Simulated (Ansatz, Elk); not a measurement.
# How far do independent atoms describe AsC2N?

Structure refinements treat a crystal as free atoms side by side. For a made-up structure of AsC2N (cell and positions from a PBE relaxation) the runs below show what the calculated density changes in F(hkl).

Method: DFT, PBE, all-electron APW+lo, Dirac cores, scalar-relativistic bands, static density, no spin, in Elk 11.2.3 (patched build).

This account leaves out most program logs.

The structure was built from a prototype and need not be the compound's stable phase.

## 1. Starting point

Symmetry: P6/mmm, No. 191, hexagonal system. Conventional cell: a = 3.066 Å, b = 3.066 Å, c = 8.156 Å, α = 90.00°, β = 90.00°, γ = 120.00°. Nearest to As lie 6 As at 3.07 Å. Nearest to N lie 6 C at 1.77 Å. C has 3 C at 1.77 Å and 3 N at 1.77 Å nearest. Farther neighbours and most contacts between anions are not listed.

## 2. Ground state and structure factors

An all-electron density is needed, since X-rays see the cores too. Task 0 finds the density and task 195 Fourier-transforms it; tshift is off so that phases refer to the origin typed.

Contents of elk.in:

```
tasks
  0
  195

xctype
  20

spinpol
  .false.

rgkmax
  7.0

gmaxvr
  14.0

lmaxo
  7

lmaxapw
  8

swidth
  0.002

tshift
  .false.

ramdisk
  .false.

hmaxvr
  5.5

maxscl
  120

epspot
  1e-06

sppath
  './'

avec
  5.79423889312 -0.00000000000 0.00000000000
  -2.89711944656 5.01795807704 -0.00000000000
  0.00000000000 -0.00000000000 15.41331032830

atoms
  3
  'As.in'
  1
  -0.0000000000 -0.0000000000 0.5000000000   0.000000 0.000000 0.000000
  'N.in'
  1
  0.0000000000 -0.0000000000 0.0000000000   0.000000 0.000000 0.000000
  'C.in'
  2
  0.6666666667 0.3333333333 0.0000000000   0.000000 0.000000 0.000000
  0.3333333333 0.6666666667 0.0000000000   0.000000 0.000000 0.000000

ngridk
  8 8 3
```

Launch:

```sh
$ OMP_NUM_THREADS=4 elk
```

Wall time 20 s (4 threads of Arm Neoverse V2, shared host); peak memory 0.16 GiB; 55 s of CPU time.

SFACRHO.OUT:

```text

h k l indices transformed by vhmat matrix:
   1.000000000       0.000000000       0.000000000    
   0.000000000       1.000000000       0.000000000    
   0.000000000       0.000000000       1.000000000    

      h      k      l  multipl.   |H|            Re(F)            Im(F)           |F|

      0      0      0      1   0.0000000       52.000000      0.65472685E-16   52.000000    
      0      0      1      2  0.40764671      -13.975529      0.35021732E-14   13.975529    
      0      0     -2      2  0.81529343       44.972893      0.71896397E-14   44.972893    
      0      0     -3      2   1.2229401      -14.317246     -0.10149774E-13   14.317246    
     -1      1      0      6   1.2521399       27.695650      -0.0000000       27.695650    
      1     -1     -1     12   1.3168258      -25.231589     -0.31096363E-14   25.231589    
      1     -1     -2     12   1.4941746       26.200288      0.62192726E-14   26.200288    
      0      0     -4      2   1.6305869       34.512972      0.12531977E-13   34.512972    
      1     -1     -3     12   1.7502676      -23.069499     -0.85514998E-14   23.069499    
      0      0      5      2   2.0382336      -14.394440     -0.64618828E-13   14.394440    
      1     -1      4     12   2.0558861       23.037693     -0.11661136E-13   23.037693    
      2     -1      0      6   2.1687698       29.518986      0.38338628E-16   29.518986    
      1     -2     -1     12   2.2067484      -14.210199     -0.59598589E-15   14.210199    
      2     -1     -2     12   2.3169519       28.341116      0.52565021E-14   28.341116    
      0      1      5     12   2.3921226      -20.339643     -0.60832260E-13   20.339643    
      0      0     -6      2   2.4458803       27.326205      0.15330641E-13   27.326205    
      2     -1      3     12   2.4898083      -13.758176      0.74887925E-14   13.758176    
      0     -2      0      6   2.5042797       21.009330     -0.38870454E-15   21.009330
```

Elk indexes on the primitive cell of elk.in and gives |H| = 4π sin θ/λ in inverse bohr. Below, one row stands for each form hkl of the conventional cell (m members, Friedel mates merged), F is for one primitive cell and the density is static (no thermal factor). Free-atom factors are Waasmaier and Kirfel's, and R is Σm||F|−|F'||/Σm|F|.

```csv
hkl,m,sin θ/λ (Å⁻¹),"abs F, DFT",neutral atoms,diff.
001,2,0.061,13.976,14.011,-0.035
002,2,0.123,44.973,44.851,+0.122
003,2,0.184,14.317,14.475,-0.157
100,6,0.188,27.696,27.715,-0.019
101,12,0.198,25.232,25.296,-0.065
102,12,0.225,26.200,26.235,-0.034
004,2,0.245,34.513,34.447,+0.066
103,12,0.263,23.070,23.109,-0.039
005,2,0.306,14.394,14.483,-0.089
104,12,0.309,23.038,23.143,-0.105
110,6,0.326,29.519,29.505,+0.014
111,12,0.332,14.210,14.279,-0.069
112,12,0.348,28.341,28.365,-0.024
105,12,0.360,20.340,20.346,-0.006
006,2,0.368,27.326,27.435,-0.109
113,12,0.374,13.758,13.791,-0.033
200,6,0.377,21.009,20.904,+0.105
201,12,0.382,19.616,19.758,-0.142
```

## 3. The highest occupied states alone

An energy window below the Fermi level keeps the highest occupied states, to see at which angles they scatter; shallow core shells can lie inside it and anion s states outside. No new self-consistency is needed.

Changes to elk.in since step 2:

```diff
@@ -1,3 +1,2 @@
 tasks
-  0
   195
@@ -40,2 +39,5 @@
 
+wsfac
+  -0.257780 0.409710
+
 sppath
```

Launch:

```sh
$ OMP_NUM_THREADS=4 elk
```

It took 4.8 s on 4 threads; peak memory 0.16 GiB.

States within 10 eV below the Fermi level hold 11.84 electrons; any levels below the window count with the cores, and a count that is not whole means the window cuts a band. Their amplitudes can exceed the total, where window and core parts have opposite phase:

```csv
hkl,sin θ/λ (Å⁻¹),"abs F, window","abs F, all"
001,0.061,3.716,13.976
002,0.123,7.247,44.973
003,0.184,2.635,14.317
100,0.188,1.238,27.696
101,0.198,0.126,25.232
102,0.225,0.774,26.200
004,0.245,1.972,34.513
103,0.263,0.325,23.070
005,0.306,0.927,14.394
104,0.309,0.195,23.038
```

## 4. Another functional

The difference from free atoms is small, so it is set against the change that LDA (Perdew-Wang) makes.

Changes to elk.in since step 3:

```diff
@@ -1,2 +1,3 @@
 tasks
+  0
   195
@@ -4,3 +5,3 @@
 xctype
-  20
+  3
 
@@ -39,5 +40,2 @@
 
-wsfac
-  -0.257780 0.409710
-
 sppath
```

Launch:

```sh
$ OMP_NUM_THREADS=4 elk
```

Elapsed: 12 s, on 4 threads; peak memory 0.16 GiB.

Against the first run R = 0.06 %; the largest change is -0.040 at 007.

## 5. Basis size

A smaller basis shows how fast F responds to it; the change is likely larger than the basis error of the first run, but doesn't show convergence.

Changes to elk.in since step 4:

```diff
@@ -5,3 +5,3 @@
 xctype
-  3
+  20
 
@@ -11,3 +11,3 @@
 rgkmax
-  7.0
+  5.5
```

Launch:

```sh
$ OMP_NUM_THREADS=4 elk
```

Wall time 15 s (4 threads); peak memory 0.16 GiB; 37 s of CPU time.

Against the first run R = 0.04 %; the largest change is -0.042 at 006.

## 6. A coarser k-mesh

About half the k-points along each axis test the sampling.

Changes to elk.in since step 5:

```diff
@@ -11,3 +11,3 @@
 rgkmax
-  5.5
+  7.0
 
@@ -62,2 +62,2 @@
 ngridk
-  8 8 3
+  4 4 2
```

Launch:

```sh
$ OMP_NUM_THREADS=4 elk
```

Run time: 18 s. Hardware: 4 threads; peak memory 0.16 GiB; 43 s of CPU time.

Against the first run R = 0.07 %; the largest change is +0.204 at 004.

## 7. Settings against the effect

```csv
run,R against the first run (%),"R against neutral atoms, low angle (%)",wall time
"PBE, rgkmax 7",0.00,0.20,20 s
LDA (Perdew-Wang),0.06,0.17,12 s
rgkmax 5.5,0.04,0.19,15 s
k-mesh 4×4×2,0.07,0.30,18 s
```

## 8. What came out

```yaml
r_against_neutral_atoms_sin_theta_lambda_0p3_a_minus1: 0.20 %
r_against_neutral_atoms_0p3_to_0p83_a_minus1: 0.27 %
```

In words: Independent neutral atoms miss the calculated amplitudes by R = 0.20 % below 0.3 Å⁻¹ and 0.27 % from there to 0.83 Å⁻¹; by shells, 0.27 % below 0.15 Å⁻¹ (2 forms), 0.19 % 0.15 to 0.3 (6 forms), 0.31 % 0.3 to 0.45 (17 forms), 0.26 % above 0.45 (74 forms). Bonding, aspherical density and the tables' own atoms all enter these figures, and the runs don't part them. The largest change of an amplitude is -0.16 electrons, at 003. The window's part falls from 11.8 electrons at the origin to at most 0.34 between 0.45 and 0.83 Å⁻¹. Below 0.3 Å⁻¹ the changes that finished (LDA (Perdew-Wang), rgkmax 5.5 and k-mesh 4×4×2) move F by R = 0.17 % at most, against the 0.20 % that separates it from free atoms, so the difference from free atoms isn't resolved. A single amplitude moves by up to 0.20 electrons, against 0.16 for the largest difference from free atoms. Part of the difference isn't bonding: the tables are fits to free atoms and ions calculated by other methods than this functional. Thermal motion, anomalous dispersion and extinction are left out.

[Logs are printed without paths, hosts, clocks, repeated set-up lines and the standing remarks that a program may print on its own settings, such as how far it seeks lower states.]

[Hosts, paths, dates, database ids (printed as entryN), source tags and the programs' standing remarks are cut or masked in the printed files.]
